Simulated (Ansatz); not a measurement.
# Starting-point dependence of the GW gap of BaTiO3 (R3m), part 2 of 2

How much of the starting functional survives in the G0W0 gap of BaTiO3 (R3m)?

Ansatz 0.2.0; G0W0 on several functionals, plane waves, PAW. Known limits of the many-body steps: not at the basis limit; no spin-orbit coupling; coarse k mesh.

So far. Step 3 (G0W0 on r2SCAN): Against the run with 4×4×4 mesh, 145 empty bands, screening to 100 eV, PAW set soft_1 files on LDA, the gap moves by −0.05 eV, while the start moved by +0.45 eV. Step 4 (G0W0 on HSE06): Against the run with 4×4×4 mesh, 145 empty bands, screening to 100 eV, PAW set soft_1 files on r2SCAN, the gap moves by +0.29 eV, while the start moved by +1.09 eV.

In doubt: masses and optical values from hybrid runs of this build are listed as unsure (steps 4, 5, 6), which bears on the screening that GW takes from such a start.

## 5. G0W0 on PBE0

This step: G0W0 on PBE0, plane waves, PAW; PAW set soft_1.

Contents of input.yaml:

```yaml
crystal:
  lattice:
    - [2.8273666084, 1.6323808724, 2.3183934932]
    - [-2.8273666084, 1.6323808724, 2.3183934932]
    - [0.0, -3.2647617449, 2.3183934932]
  atoms:
    - { symbol: Ba, position: [0.0, 0.0, 0.0] }
    - { symbol: Ti, position: [0.4845, 0.4845, 0.4845] }
    - { symbol: O, position: [0.5086, 0.5086, 0.0175] }
    - { symbol: O, position: [0.0175, 0.5086, 0.5086] }
    - { symbol: O, position: [0.5086, 0.0175, 0.5086] }
kpoints:
  mp_grid: { grid: [4, 4, 4] }
hamiltonian:
  xc: pbe0
  pseudopotentials: { kind: paw, azcp: { folder: soft_1 } }
scf:
  occupations: { method: fixed }
gw:
  n_empty_bands: 145
  ecut_chi: 100
  qp_bands: [v2, c2]
  qp_kpoints: band_edges
  screening: { model: contour_deformation }
```

Command:

```
$ ansatz run input.yaml --threads 3 --pin off --max-ram 92160MiB --backend cuda --events-out ev --progress --plain --runs-dir out --devices 1 --max-vram 13GiB
```

Numbers of over 12 decimals in the logs are rounded to 6 here.

The program printed:

```text
GPUs: using 1 of 1 available (devices: 1).
[...]
GPU FFT provider: cuFFT
GPU libraries: cuBLAS 13.8.2, cuFFT 12.4.0, cuSOLVER 12.3.4
Crystal: 5 atoms, lattice volume = 64.201 Å³
Basis set: ecut = 420 eV, 1237 PW (Γ)
Bands: 25, of which v1, the nominal top of the filled ones, is band 20 counted from 1 (19 counted from 0)
Symmetry: 6 space group operations
[...]
k-points: 13 of 64 (time reversal used)
[...]
1    21     13.5176   -12.4706    -5.5047   -18.6153  0.7934    14.1614    14.1575  root
     1    22     14.1847   -13.2558    -5.6634   -19.5992  0.7829    14.8698    14.8648  root
[...]
12    19      8.7668   -25.9035     4.3027   -22.2787  0.7823     9.4403     9.4446  root
    12    20      8.7798   -25.9278     4.3118   -22.2944  0.7823     9.4540     9.4582  root
    12    21     15.6613   -14.0786    -6.4483   -21.2270  0.7547    16.3685    16.3614  root
    12    22     15.8315   -14.1957    -6.5155   -21.4227  0.7522    16.5505    16.5429  root
[key lines of the parts left out:]
Free energy (F): -10163.151236 eV
Fermi energy:    8.779823 eV
```

Wall time 42 s (1 × NVIDIA H100 80GB HBM3 (shared by 6 runs) with 3 threads of AMD EPYC 7R13 (Zen 3), shared host); peak memory 1.4 GiB; 43 s of CPU time.

Numbers from this step:

- bands summed: 165
- RPA ε∞ on this mesh (eigenvalues): 3.879, 4.139, 4.139
- plane waves in the screening matrix: 147
- G0W0 gap on the mesh: 4.595 eV
- k of the valence top: -0.5, -0.5, -0.5
- k of the conduction bottom: 0, 0, 0
- starting gap on the mesh: 4.643 eV
- least direct G0W0 gap on the computed points: 4.969 eV

Against the run with 4×4×4 mesh, 145 empty bands, screening to 100 eV, PAW set soft_1 files on HSE06, the gap moves by +0.26 eV, while the start moved by +0.75 eV.

## 6. G0W0 on Hartree-Fock

This step: G0W0 on Hartree-Fock, plane waves, PAW; PAW set soft_1.

input.yaml: that of step 5 with these lines changed.

```diff
@@ -14,3 +14,3 @@
 hamiltonian:
-  xc: pbe0
+  xc: hf
   pseudopotentials: { kind: paw, azcp: { folder: soft_1 } }
```

The program printed:

```text
GPUs: using 1 of 1 available (devices: 1).
[...]
GPU FFT provider: cuFFT
GPU libraries: cuBLAS 13.8.2, cuFFT 12.4.0, cuSOLVER 12.3.4
Crystal: 5 atoms, lattice volume = 64.201 Å³
Basis set: ecut = 420 eV, 1237 PW (Γ)
Bands: 25, of which v1, the nominal top of the filled ones, is band 20 counted from 1 (19 counted from 0)
Symmetry: 6 space group operations
[...]
k-points: 13 of 64 (time reversal used)
[...]
1    21     18.2840   -10.6038    -3.9800   -10.6200  0.8854    14.3621    14.3202  root
     1    22     19.0625   -11.3979    -4.0405   -11.4097  0.8803    15.0800    15.0339  root
[...]
12    19      5.4678   -26.1769     3.2859   -26.1600  0.8754     8.7074     8.7369  root
    12    20      5.4773   -26.1962     3.2910   -26.1795  0.8754     8.7220     8.7516  root
    12    21     21.0498   -12.4915    -4.3970   -12.4948  0.8655    16.7233    16.6562  root
    12    22     21.2857   -12.7106    -4.4604   -12.7131  0.8630    16.8988    16.8278  root
[key lines of the parts left out:]
Free energy (F): -10044.011455 eV
Fermi energy:    5.477253 eV
```

It took 36 s on 1 × NVIDIA H100 80GB HBM3 (shared by 6 runs) with 3 threads; peak memory 1.5 GiB; 39 s of CPU time.

Numbers from this step:

```yaml
bands_summed: 165
rpa_eps_infinity_on_this_mesh_eigenvalues: 2.339, 2.402, 2.402
plane_waves_in_the_screening_matrix: 147
g0w0_gap_on_the_mesh: 5.489 eV
k_of_the_valence_top: -0.5, -0.5, -0.5
k_of_the_conduction_bottom: 0, 0, 0
starting_gap_on_the_mesh: 12.67 eV
least_direct_g0w0_gap_on_the_computed_points: 5.960 eV
```

Against the run with 4×4×4 mesh, 145 empty bands, screening to 100 eV, PAW set soft_1 files on PBE0, the gap moves by +0.89 eV, while the start moved by +8.03 eV.

## 7. The starts together

All on the 4×4×4 mesh with 145 empty bands and screening to 100 eV. Times are wall times on 1 × NVIDIA H100 80GB HBM3 (shared by 6 runs) with 3 threads of AMD EPYC 7R13 (Zen 3), shared host, good to a factor of about two.

```tsv
start	starting gap (eV)	shift (eV)	G0W0 gap (eV)	RPA ε∞ (harmonic mean)	Z (valence, conduction)	time
LDA	2.35	+1.74	4.09	5.75	0.73, 0.74	15 s
r2SCAN	2.80	+1.24	4.04	5.04	0.74, 0.75	23 s
HSE06	3.89	+0.45	4.34	4.31	0.77, 0.78	43 s
PBE0	4.64	−0.05	4.60	4.05	0.78, 0.80	42 s
Hartree-Fock	12.67	−7.18	5.49	2.38	0.88, 0.89	36 s
```

The parts of the quasiparticle energy at the two band edges (eV; QP = start + Σx + Σc − Vxc):

```tsv
run	edge	start	Σx	Σc	Vxc	Z	QP
LDA	valence top	9.82	-25.76	4.77	-20.90	0.73	9.72
LDA	conduction bottom	12.17	-13.03	-6.00	-20.67	0.74	13.81
r2SCAN	valence top	9.88	-25.92	4.72	-21.24	0.74	9.92
r2SCAN	conduction bottom	12.69	-12.93	-5.95	-20.16	0.75	13.96
HSE06	valence top	9.17	-25.92	4.45	-21.89	0.77	9.58
HSE06	conduction bottom	13.06	-12.31	-5.59	-18.76	0.78	13.92
PBE0	valence top	8.78	-25.93	4.31	-22.29	0.78	9.46
PBE0	conduction bottom	13.42	-12.29	-5.45	-18.37	0.80	14.05
```

For a hybrid start, Vxc holds its share of exact exchange.

## 8. Outcome

| Item | Value |
| --- | --- |
| G0W0@LDA | 4.09 eV (start 2.35 eV) |
| G0W0@r2SCAN | 4.04 eV (start 2.80 eV) |
| G0W0@HSE06 | 4.34 eV (start 3.89 eV) |
| G0W0@PBE0 | 4.60 eV (start 4.64 eV) |
| G0W0@Hartree-Fock | 5.49 eV (start 12.67 eV) |
| known limits | not at the basis limit; no spin-orbit coupling; coarse k mesh |

In words: The starting gaps span 10.32 eV and the G0W0 gaps 1.45 eV. Between LDA and Hartree-Fock, 1.40 eV of the 10.32 eV survives, 14 %. The order is not kept throughout: r2SCAN starts 0.45 eV above LDA and ends 0.05 eV below it, so orbitals matter beside the gap. Hartree-Fock screens less than LDA (ε∞ 2.38 against 5.75). Of the 1.40 eV by which its G0W0 gap is higher, the correlation part gives +3.55 eV, and exchange with the one-particle terms, which follow the orbitals, −2.15 eV. On Hartree-Fock the correction is negative: that start lies above its own G0W0 value. The smallest correction, −0.05 eV, is on PBE0, the start nearest to reproducing itself. Bands and cutoff are finite, so the gap is not at the basis limit. The miss can reach some tenths of an eV and take either sign; the mesh is an error of its own. The 4×4×4 mesh is coarse for this cell (its supercell is 16 Å along the shortest edge). The RPA ε∞ on it, from the LDA start, is 5.44 and 5.92; such meshes misread the long-range screening, most where the gap is narrow. The program warns that the mesh is coarse for exact exchange, which bears on the hybrid start's gap. The many-body steps are scalar-relativistic: spin-orbit coupling is not in them.

[Paths, hosts, dates, memory and timing lines, banners, echoed tables and standing remarks are left out of the program output.]

[Logs are printed without paths, hosts, clocks, repeated set-up lines and the standing remarks that a program may print on its own settings, such as how far it seeks lower states.]

[Runs of the session that timed out or met a known fault of the program may be left out.]

[Cells called generated may have been cut or substituted from an entry of the Crystallography Open Database or the Materials Project.]

[Hosts, paths, dates, database ids (printed as entryN), source tags and the programs' standing remarks are cut or masked in the printed files.]
